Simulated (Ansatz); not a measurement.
## SrB4Au3: relaxing a made-up structure

This structure for SrB4Au3 is made up. Its elements were placed in a known structure type with a cell scaled to their sizes. What cell does the guess relax to, and how far off was it?

Main program and level: Ansatz 0.2.0; DFT, PBE, plane-wave PAW, files of the set soft_1, scalar-relativistic, no spin, cell and ions relaxed at zero pressure; PAW set soft_1, in the first sound run; inputs show where later runs differ.

**1. Set-up**

Symmetry: P4/mmm, No. 123, tetragonal system. Conventional cell: a = 3.862 Å, b = 3.862 Å, c = 7.948 Å, α = 90.00°, β = 90.00°, γ = 90.00°. Nearest to Au lie 8 B at 2.38 Å. Nearest to Au lie 4 B at 2.29 Å and 1 Au at 2.72 Å and 4 Sr at 3.05 Å. Nearest to Sr lie 8 Au at 3.05 Å and 8 B at 3.23 Å. B has 4 Au at 2.29 to 2.38 Å and 5 B at 2.73 to 2.77 Å and 2 Sr at 3.23 Å nearest. Farther neighbours are not listed.

**2. Relaxing cell and atoms**

The guessed cell has no reason to be at equilibrium. It is relaxed with the atoms, within the space group of the guess.

input.yaml

```yaml
crystal:
  lattice:
    - [3.862, 0.0, 0.0]
    - [0.0, 3.862, 0.0]
    - [0.0, 0.0, 7.948]
  atoms:
    - { symbol: Au, position: [0.0, 0.0, 0.0] }
    - { symbol: Au, position: [0.5, 0.5, 0.6714] }
    - { symbol: Au, position: [0.5, 0.5, 0.3286] }
    - { symbol: Sr, position: [0.0, 0.0, 0.5] }
    - { symbol: B, position: [0.5, 0.0, 0.8257] }
    - { symbol: B, position: [0.5, 0.0, 0.1743] }
    - { symbol: B, position: [0.0, 0.5, 0.8257] }
    - { symbol: B, position: [0.0, 0.5, 0.1743] }
kpoints:
  mp_grid: { grid: [7, 7, 4] }
scf:
  occupations: { method: fermi_dirac, width: 0.05 }
hamiltonian:
  xc: pbe
  pseudopotentials: { kind: paw, azcp: { folder: soft_1 } }
relax:
  f_tol: 0.015
  max_steps: 70
  cell: {}
output:
  forces: true
  stress: true
```

The run is started by

```console
> ansatz run input.yaml --threads 4 --pin off --max-ram 10240MiB --backend cpu --events-out ev --progress --plain --runs-dir out
```

Numbers of over 12 decimals in the logs are rounded to 6 here.

The program printed:

```text
Engine: ansatz 0.2.0, aarch64-unknown-linux-gnu
Pseudopotentials: kind: paw
Pseudopotential: Au, paw, valence charge 19, recommended cutoff 420 eV (normal), soft_1/Au.paw.azcp
Pseudopotential: Sr, paw, valence charge 10, recommended cutoff 420 eV (normal), soft_1/Sr.paw.azcp
Pseudopotential: B, paw, valence charge 3, recommended cutoff 420 eV (normal), soft_1/B.paw.azcp
Functional definition: PBE
  parameter kappa = 0.804
  parameter beta = 0.066725
  exchange = pbe_x(kappa = kappa, mu = beta*pi^2/3)
  correlation = pbe_c(beta = beta)
Crystal: 8 atoms, lattice volume = 118.545 Å³
Basis set: ecut = 420 eV, 2347 PW (Γ), exchange–correlation on 54×54×108 points (8 copies of the dense FFT grid, shifted against one another)
Bands: 48, of which v1, the nominal top of the filled ones, is band 40 counted from 1 (39 counted from 0)
Symmetry: 16 space group operations
Space group: P4/mmm (ITA 123), of the structure as read, at distance tolerance 4.9e-5 Å
k-points: 30 of 196
Non-local potential: Au, projectors of the file, l = 0: 3, l = 1: 2, l = 2: 2, l = 3: 1
Non-local potential: Sr, projectors of the file, l = 0: 3, l = 1: 2, l = 2: 2
Non-local potential: B, projectors of the file, l = 0: 2, l = 1: 2, l = 2: 1
PAW form: soft (Blöchl's): semilocal exchange-correlation on the pseudo side does not see the compensation charge
PAW one-centre angular grid: Au, 590 points (default); XC on 64 Gauss nodes
PAW one-centre angular grid: Sr, 110 points (default); XC on 64 Gauss nodes
PAW one-centre angular grid: B, 110 points (default); XC on 64 Gauss nodes
Initial density: superposition of atomic densities (chi_scale 0.1, normalization cell, long waves kept (reshape's long-wave potential 0.21 eV rms))
Initial wavefunctions: pseudopotential atomic-orbital guess
Functional: x = pbe(κ = 0.804, μ = 0.219515), c = pbe(β = 0.066725)
SCF iter   1: F=—  HF=-43635.253886 eV  |F-HF|=—  |Δ(HF+E_count)|=         —  Δρ=2.17e-1  dr2=1.48e2  ethr=3.10e-3  ⟨swp⟩=11.8  Hψ=8182  notcnv=0  defer=1
preconditioner: auto → Kerker (q_TF=auto, 2.550 Å⁻¹)  [metal: Δε(μ)=0.010 eV  Ē_g=8.344 eV  σ=0.050 eV  W_gap=0.05  n_scr=38 (ndim 8)  ℏωp=24.8 eV  f_vac=0.000  D(μ)=4.57/eV (n_scr^D=38)]
SCF iter   2: F=—  HF=-43621.134913 eV  |F-HF|=—  |Δ(HF+E_count)|=    1.41e1  Δρ=9.49e-2  dr2=3.42e1  ethr=3.10e-3  ⟨swp⟩=4.2  Hψ=3288  notcnv=0  defer=35
SCF iter   3: F=—  HF=-43616.771910 eV  |F-HF|=—  |Δ(HF+E_count)|=    4.36e0  Δρ=3.02e-2  dr2=6.11e0  ethr=3.10e-3  ⟨swp⟩=3.7  Hψ=3000  notcnv=0  defer=63
SCF iter   4: F=—  HF=-43615.853834 eV  |F-HF|=—  |Δ(HF+E_count)|=   9.18e-1  Δρ=9.67e-3  dr2=5.30e-1  ethr=3.10e-3  ⟨swp⟩=3.3  Hψ=2264  notcnv=0  defer=66
SCF iter   5: F=—  HF=-43615.780318 eV  |F-HF|=—  |Δ(HF+E_count)|=   7.35e-2  Δρ=3.00e-3  dr2=5.78e-2  ethr=6.71e-4  ⟨swp⟩=2.6  Hψ=1849  notcnv=0  defer=65
SCF iter   6: F=—  HF=-43615.773569 eV  |F-HF|=—  |Δ(HF+E_count)|=   6.75e-3  Δρ=1.18e-3  dr2=5.59e-3  ethr=7.32e-5  ⟨swp⟩=2.3  Hψ=1720  notcnv=0  defer=65
SCF iter   7: F=—  HF=-43615.773407 eV  |F-HF|=—  |Δ(HF+E_count)|=   1.62e-4  Δρ=2.94e-4  dr2=2.47e-4  ethr=7.08e-6  ⟨swp⟩=2.1  Hψ=1993  notcnv=0  defer=65
SCF iter   8: F=—  HF=-43615.773528 eV  |F-HF|=—  |Δ(HF+E_count)|=   1.21e-4  Δρ=1.23e-4  dr2=4.15e-5  ethr=3.12e-7  ⟨swp⟩=2.0  Hψ=2088  notcnv=0  defer=65
SCF iter   9: F=—  HF=-43615.773548 eV  |F-HF|=—  |Δ(HF+E_count)|=   1.96e-5  Δρ=5.20e-5  dr2=7.93e-6  ethr=5.25e-8  ⟨swp⟩=2.0  Hψ=2104  notcnv=0  defer=65
SCF iter  10: F=—  HF=-43615.773548 eV  |F-HF|=—  |Δ(HF+E_count)|=   4.60e-7  Δρ=1.66e-5  dr2=7.06e-7  ethr=1.00e-8  ⟨swp⟩=2.0  Hψ=2146  notcnv=0  defer=65
SCF iter  11: F=-43615.773548 eV  HF=-43615.773548 eV  |F-HF|=3.20e-8  |Δ(HF+E_count)|=   6.31e-8  Δρ=5.74e-6  dr2=5.23e-8  ethr=1.27e-10  ⟨swp⟩=5.0  Hψ=5356  notcnv=0
SCF 1 converged in 11 iterations: F = -43615.773548 eV  dr2 = 5.23e-8
  greatest PAW one-centre occupation: 1.000 electrons in one spin orbital (limit 2), on the Au atom at site 0 (counted from 0), in its partial waves of l = 0
relax step   1: F+E_penalty+E_count = -43615.77354824 eV  Δ(F+E_penalty+E_count) = +0.000e0 eV  max|allowed force component| = 2.445e0 eV/Å  Δτ_max = 0.0000 Å  P = -0.554 GPa  Ω = 118.545 Å³  (11 SCF iters, dr2 threshold 1.00e-7 eV, accepted)
Crystal: 8 atoms, lattice volume = 120.478 Å³
Basis set: ecut = 420 eV, 2371 PW (Γ), exchange–correlation on 54×54×108 points (8 copies of the dense FFT grid, shifted against one another)
Initial density: handed on by an earlier stage of this run
Initial wavefunctions: those handed on with the density
iter 1 solved again at ethr=6.75e-4 eV; its pass at ethr=3.10e-3 eV (dr2=5.34e-1 eV) is discarded
SCF iter   1: F=—  HF=-43616.895676 eV  |F-HF|=—  |Δ(HF+E_count)|=         —  Δρ=2.18e-2  dr2=5.31e-1  ethr=6.75e-4  ⟨swp⟩=1.7  Hψ=7216  notcnv=0
preconditioner: auto → Kerker (q_TF=auto, 2.543 Å⁻¹)  [metal: Δε(μ)=0.019 eV  Ē_g=9.403 eV  σ=0.050 eV  W_gap=0.09  n_scr=38 (ndim 8)  ℏωp=24.6 eV  f_vac=0.002  D(μ)=2.87/eV (n_scr^D=16)]
SCF iter   2: F=—  HF=-43616.784646 eV  |F-HF|=—  |Δ(HF+E_count)|=   1.11e-1  Δρ=1.21e-2  dr2=1.56e-1  ethr=6.72e-4  ⟨swp⟩=2.0  Hψ=2013  notcnv=0
SCF iter   3: F=—  HF=-43616.741977 eV  |F-HF|=—  |Δ(HF+E_count)|=   4.27e-2  Δρ=1.59e-3  dr2=4.53e-3  ethr=1.97e-4  ⟨swp⟩=2.6  Hψ=2419  notcnv=0
SCF iter   4: F=—  HF=-43616.741619 eV  |F-HF|=—  |Δ(HF+E_count)|=   3.58e-4  Δρ=6.24e-4  dr2=1.24e-3  ethr=5.74e-6  ⟨swp⟩=2.3  Hψ=2328  notcnv=0
SCF iter   5: F=—  HF=-43616.741509 eV  |F-HF|=—  |Δ(HF+E_count)|=   1.10e-4  Δρ=3.08e-4  dr2=2.68e-4  ethr=1.57e-6  ⟨swp⟩=1.7  Hψ=1483  notcnv=0
SCF iter   6: F=—  HF=-43616.741475 eV  |F-HF|=—  |Δ(HF+E_count)|=   3.36e-5  Δρ=1.21e-4  dr2=3.54e-5  ethr=3.39e-7  ⟨swp⟩=2.8  Hψ=2424  notcnv=0
SCF iter   7: F=—  HF=-43616.741473 eV  |F-HF|=—  |Δ(HF+E_count)|=   1.68e-6  Δρ=2.97e-5  dr2=1.37e-6  ethr=4.48e-8  ⟨swp⟩=2.1  Hψ=2096  notcnv=0
SCF iter   8: F=-43616.741474 eV  HF=-43616.741474 eV  |F-HF|=3.74e-9  |Δ(HF+E_count)|=   5.23e-7  Δρ=7.86e-6  dr2=1.16e-7  ethr=1.01e-9  ⟨swp⟩=5.0  Hψ=5261  notcnv=0
SCF 2 converged in 8 iterations: F = -43616.741474 eV  dr2 = 1.16e-7
relax step   2: F+E_penalty+E_count = -43616.74147389 eV  Δ(F+E_penalty+E_count) = -9.679e-1 eV  max|allowed force component| = 1.211e0 eV/Å  Δτ_max = 0.1948 Å  P = -2.584 GPa  Ω = 120.478 Å³  energy of the carried Pulay correction = -8.378e-4 eV  (8 SCF iters, dr2 threshold 8.00e-7 eV, accepted)
Crystal: 8 atoms, lattice volume = 118.267 Å³
Basis set: ecut = 420 eV, 2321 PW (Γ), exchange–correlation on 54×54×108 points (8 copies of the dense FFT grid, shifted against one another)
[...]
relax step   3: F+E_penalty+E_count = -43617.46955977 eV  Δ(F+E_penalty+E_count) = -7.281e-1 eV  max|allowed force component| = 6.720e-1 eV/Å  Δτ_max = 0.1312 Å  P = -0.141 GPa  Ω = 118.267 Å³  energy of the carried Pulay correction = +1.216e-4 eV  (8 SCF iters, dr2 threshold 8.00e-7 eV, accepted)
[... from here on, the SCF cycles and remarks between the steps are left out ...]
relax step   4: F+E_penalty+E_count = -43618.03531918 eV  Δ(F+E_penalty+E_count) = -5.658e-1 eV  max|allowed force component| = 7.234e-1 eV/Å  Δτ_max = 0.0901 Å  P = -2.107 GPa  Ω = 119.578 Å³  energy of the carried Pulay correction = -4.496e-4 eV  (8 SCF iters, dr2 threshold 8.00e-7 eV, accepted)
relax step   5: F+E_penalty+E_count = -43618.74681428 eV  Δ(F+E_penalty+E_count) = -7.115e-1 eV  max|allowed force component| = 7.448e-1 eV/Å  Δτ_max = 0.0999 Å  P = +0.238 GPa  Ω = 117.614 Å³  energy of the carried Pulay correction = +4.084e-4 eV  (8 SCF iters, dr2 threshold 8.00e-7 eV, accepted)
relax step   6: F+E_penalty+E_count = -43618.53443605 eV  Δ(F+E_penalty+E_count) = +2.124e-1 eV  max|allowed force component| = 2.435e0 eV/Å  Δτ_max = 0.1261 Å  P = +6.800 GPa  Ω = 116.625 Å³  energy of the carried Pulay correction = +8.453e-4 eV  (8 SCF iters, dr2 threshold 8.00e-7 eV, rejected (line search))
relax step   7: F+E_penalty+E_count = -43618.92365076 eV  Δ(F+E_penalty+E_count) = -1.768e-1 eV  max|allowed force component| = 2.747e-1 eV/Å  Δτ_max = 0.0894 Å  P = -1.120 GPa  Ω = 119.951 Å³  energy of the carried Pulay correction = -6.108e-4 eV  (11 SCF iters, accepted)
relax step   8: F+E_penalty+E_count = -43618.72193992 eV  Δ(F+E_penalty+E_count) = +2.017e-1 eV  max|allowed force component| = 1.458e0 eV/Å  Δτ_max = 0.0993 Å  P = +4.905 GPa  Ω = 118.858 Å³  energy of the carried Pulay correction = -1.366e-4 eV  (8 SCF iters, dr2 threshold 8.00e-7 eV, rejected (line search))
relax step   9: F+E_penalty+E_count = -43618.93408478 eV  Δ(F+E_penalty+E_count) = -1.043e-2 eV  max|allowed force component| = 1.627e-2 eV/Å  Δτ_max = 0.0196 Å  P = +0.044 GPa  Ω = 119.578 Å³  energy of the carried Pulay correction = -4.495e-4 eV  (11 SCF iters, accepted)
relax step  10: F+E_penalty+E_count = -43618.93420510 eV  Δ(F+E_penalty+E_count) = -1.203e-4 eV  max|allowed force component| = 4.092e-3 eV/Å  Δτ_max = 0.0018 Å  P = +0.013 GPa  Ω = 119.536 Å³  energy of the carried Pulay correction = -4.312e-4 eV  (5 SCF iters, dr2 threshold 2.46e-8 eV, accepted)
relax step  11: F+E_penalty+E_count = -43618.95402741 eV  Δ(F+E_penalty+E_count) = -1.982e-2 eV  max|allowed force component| = 3.762e-3 eV/Å  Δτ_max = 0.0000 Å  P = +0.188 GPa  Ω = 119.536 Å³  stress off target by 3.00e-1 GPa  SCF on the basis re-selected at this cell (its energy is not comparable with the rows above)  (9 SCF iters)
relax step  12: F+E_penalty+E_count = -43618.95425787 eV  Δ(F+E_penalty+E_count) = -2.305e-4 eV  max|allowed force component| = 6.346e-3 eV/Å  Δτ_max = 0.0004 Å  P = +0.038 GPa  Ω = 119.677 Å³  energy of the carried Pulay correction = -6.344e-5 eV  (6 SCF iters, dr2 threshold 2.25e-7 eV, accepted)
relax step  13: F+E_penalty+E_count = -43618.95425453 eV  Δ(F+E_penalty+E_count) = +3.336e-6 eV  max|allowed force component| = 2.390e-4 eV/Å  Δτ_max = 0.0005 Å  P = +0.003 GPa  Ω = 119.730 Å³  energy of the carried Pulay correction = -8.785e-5 eV  (6 SCF iters, dr2 threshold 1.06e-8 eV, accepted)
iter 1 solved again at ethr=4.51e-6 eV; its pass at ethr=3.10e-3 eV (dr2=3.56e-3 eV) is discarded
SCF iter   1: F=—  HF=-43618.954334 eV  |F-HF|=—  |Δ(HF+E_count)|=         —  Δρ=3.79e-5  dr2=5.38e-8  ethr=4.51e-6  ⟨swp⟩=3.2  Hψ=9811  notcnv=0
eigensolver tolerance schedule: the retry pair's looser diagonalisation over-reported the residual by 66293.12 of it (diagonalisation noise at an unbounded share of the residual, at the tolerance the schedule requests for it); recorded, not acted on — ethr = c·dr2/N_el stays at c = 1.0e-1
preconditioner: auto → Kerker (q_TF=auto, 2.546 Å⁻¹)  [metal: Δε(μ)=0.067 eV  Ē_g=9.689 eV  σ=0.050 eV  W_gap=0.30  n_scr=36 (ndim 8)  ℏωp=24.7 eV  f_vac=0.000  D(μ)=1.98/eV (n_scr^D=6)]
SCF iter   2: F=—  HF=-43618.954325 eV  |F-HF|=—  |Δ(HF+E_count)|=   8.35e-6  Δρ=1.92e-5  dr2=1.17e-8  ethr=6.81e-11  ⟨swp⟩=4.5  Hψ=4716  notcnv=0
SCF iter   3: F=—  HF=-43618.954328 eV  |F-HF|=—  |Δ(HF+E_count)|=   2.97e-6  Δρ=3.67e-6  dr2=6.57e-10  ethr=1.48e-11  ⟨swp⟩=2.0  Hψ=2192  notcnv=0
SCF iter   4: F=—  HF=-43618.954328 eV  |F-HF|=—  |Δ(HF+E_count)|=   1.11e-7  Δρ=2.87e-7  dr2=1.69e-10  ethr=1.00e-12  ⟨swp⟩=5.1  Hψ=5489  notcnv=0
SCF iter   5: F=-43618.954328 eV  HF=-43618.954328 eV  |F-HF|=3.64e-11  |Δ(HF+E_count)|=    0.00e0  Δρ=1.74e-7  dr2=7.93e-11  ethr=1.00e-12  ⟨swp⟩=4.2  Hψ=4735  notcnv=0
SCF 14 converged in 5 iterations: F = -43618.954328 eV  dr2 = 7.93e-11
relax step  14: F+E_penalty+E_count = -43618.95432836 eV  Δ(F+E_penalty+E_count) = -7.383e-5 eV  max|allowed force component| = 2.247e-4 eV/Å  Δτ_max = 0.0000 Å  P = +0.003 GPa  Ω = 119.730 Å³  stress off target by 3.15e-3 GPa  SCF on the basis re-selected at this cell (its energy is not comparable with the rows above)  (5 SCF iters)
basis re-selected at this cell: Δ(F+E_penalty+E_count) = -7.383e-5 eV, ΔP = -0.001 GPa vs the last step (what re-selecting the basis moved, of the pressure what is left beyond the Pulay correction that the steps carried, after the strain that the cell walked since its last selection, with what the two solves' SCF thresholds leave and, on support functions, any second-order correction that the steps lacked; it is no m [...]
SCF converged after 5 iterations
Free energy (F): -43618.954328 eV
Harris-Foulkes:  -43618.954328 eV  (|F-HF|=3.64e-11)
Internal energy: -43618.937331 eV  (E = F + TS)
E sigma→0 (E₀):  -43618.945829 eV
Entropy (-TS):   -0.016998 eV (-2.125 meV/atom)
Fermi energy:    13.650028 eV
--- Per-component energies (eV) ---
  E_band       = -1028.137206
  E_kinetic    = 2143.361187
  E_local      = -8322.606370  (includes V_loc(G=0)·N_el)
  E_nonlocal   = 553.182306
  E_hartree    = 3460.851793
  E_xc         = -950.495518
  E_vxc        = -1092.137999  (∫ρ·V_xc dr)
  E_paw        = -32190.790896  (= ΣΔE_a)
  E_vpaw       = -1231.644607  (= ΣTr[D̂ρ^β])
  E_aug_tail   = 0.004973  (compensation charges beyond the density's cutoff)
  E_ewald      = -8312.444805
  E_smearing   = -0.016998  (= −TS)
  E_closure    = -0.000000  (closes the sum)
  Σ components = -43618.954328   (vs F -43618.954328, Δ=0.00e0)
--- Forces (eV/Å), atoms counted from 1 ---
  atom   1  Au     0.00000000     0.00000000     0.00000000
  atom   2  Au     0.00000000     0.00000000    -0.00022469
  atom   3  Au     0.00000000     0.00000000     0.00022469
  atom   4  Sr     0.00000000     0.00000000     0.00000000
  atom   5  B      0.00000000     0.00000000    -0.00021234
  atom   6  B      0.00000000     0.00000000     0.00021234
  atom   7  B      0.00000000     0.00000000    -0.00021234
  atom   8  B      0.00000000     0.00000000     0.00021234
  max |Σ_I F_I| component: 5.55e-17 eV/Å
--- Stress (GPa, compression-positive) ---
        0.002319       0.000000       0.000000
        0.000000       0.002319       0.000000
        0.000000       0.000000       0.003147
  P = ⅓ Tr σ = 0.0026 GPa (0.026 kbar)
--- Relaxed structure (12 steps of the walk, 10 accepted, 2 SCFs on fresh bases) ---
  F+E_penalty+E_count = -43618.95432836 eV   max|allowed force component| = 2.247e-4 eV/Å   (the final SCF, on the basis selected at the relaxed cell)
  cell:  # Å, volume = 119.7304 Å³
    - [4.302924, 0, 0.0]
    - [0, 4.302924, 0.0]
    - [0.0, 0.0, 6.466613]
  atoms:
    - { symbol: Au, position: [0, 0, 0] }
    - { symbol: Au, position: [0.5, 0.5, 0.748901] }
    - { symbol: Au, position: [0.5, 0.5, 0.251099] }
    - { symbol: Sr, position: [0, 0, 0.5] }
    - { symbol: B, position: [0.5, 0, 0.865541] }
    - { symbol: B, position: [0.5, 0, 0.134459] }
    - { symbol: B, position: [0, 0.5, 0.865541] }
    - { symbol: B, position: [0, 0.5, 0.134459] }
```

Wall time 38 s (4 threads of Arm Neoverse V1, shared host); peak memory 0.52 GiB.

Relaxation path:

| step | energy less that of the first step (eV) | largest force component (eV/Å) | pressure (GPa) | volume (Å³) |
| --- | --- | --- | --- | --- |
| 1 | 0.0000 | 2.4451 | -0.55 | 118.54 |
| 2 | -0.9679 | 1.2106 | -2.58 | 120.48 |
| 3 | -1.6960 | 0.6720 | -0.14 | 118.27 |
| 4 | -2.2618 | 0.7234 | -2.11 | 119.58 |
| 5 | -2.9733 | 0.7448 | 0.24 | 117.61 |
| 6 | -2.7609 | 2.4352 | 6.80 | 116.63 |
| 7 | -3.1501 | 0.2747 | -1.12 | 119.95 |
| 8 | -2.9484 | 1.4581 | 4.91 | 118.86 |
| 9 | -3.1605 | 0.0163 | 0.04 | 119.58 |
| 10 | -3.1607 | 0.0041 | 0.01 | 119.54 |
| 11* | -3.1805 | 0.0038 | 0.19 | 119.54 |
| 12 | -3.1807 | 0.0063 | 0.04 | 119.68 |
| 13 | -3.1807 | 0.0002 | 0.00 | 119.73 |
| 14* | -3.1808 | 0.0002 | 0.00 | 119.73 |

Relaxation steps marked * repeat the geometry before them on a plane-wave basis chosen anew for their cell, so energy and pressure can jump there. Relaxation steps 6, 8 were tried and not accepted.

Forces are held to the 16 operations that the run works with; a distortion that breaks them can't arise in this run.

| cell as run | before | after | change |
| --- | --- | --- | --- |
| a (Å) | 3.862 | 4.303 | +11.4 % |
| b (Å) | 3.862 | 4.303 | +11.4 % |
| c (Å) | 7.948 | 6.467 | -18.6 % |
| volume (Å³/atom) | 14.82 | 14.97 | +1.0 % |

The atoms that moved most (Å, as changes of fractional coordinates times the final cell):

| atom | dx | dy | dz | length |
| --- | --- | --- | --- | --- |
| Au2 | 0.000 | 0.000 | 0.501 | 0.501 |
| Au3 | 0.000 | 0.000 | -0.501 | 0.501 |
| B5 | 0.000 | 0.000 | 0.258 | 0.258 |
| B7 | 0.000 | 0.000 | 0.258 | 0.258 |
| B6 | 0.000 | 0.000 | -0.258 | 0.258 |
| B8 | 0.000 | 0.000 | -0.258 | 0.258 |

Numbers from this step:

```yaml
free_energy: -43618.9543 eV
energy_at_zero_smearing: -43618.9458 eV
smearing_term_ts: 0.01700 eV
fermi_energy: 13.65 eV
electrons: 79
symmetry_operations: 16
pressure: 0.002595 GPa
```

The shortest distance of each pair, which need not be the same contact before and after:

| pair | guess (Å) | relaxed (Å) |
| --- | --- | --- |
| B–B | 2.731 | 1.739 |
| Au–B | 2.288 | 2.280 |
| B–Sr | 3.230 | 3.196 |
| Au–Au | 2.725 | 3.219 |
| Au–Sr | 3.052 | 3.233 |

The relaxation ends with a largest force component of 2.2e-4 eV/Å and a pressure of 0.00 GPa.

(Part 1 of 2 ends here.)

[Logs are printed without paths, hosts, clocks, repeated set-up lines and the standing remarks that a program may print on its own settings, such as how far it seeks lower states.]

[Hosts, paths, dates, database ids (printed as entryN), source tags and the programs' standing remarks are cut or masked in the printed files.]
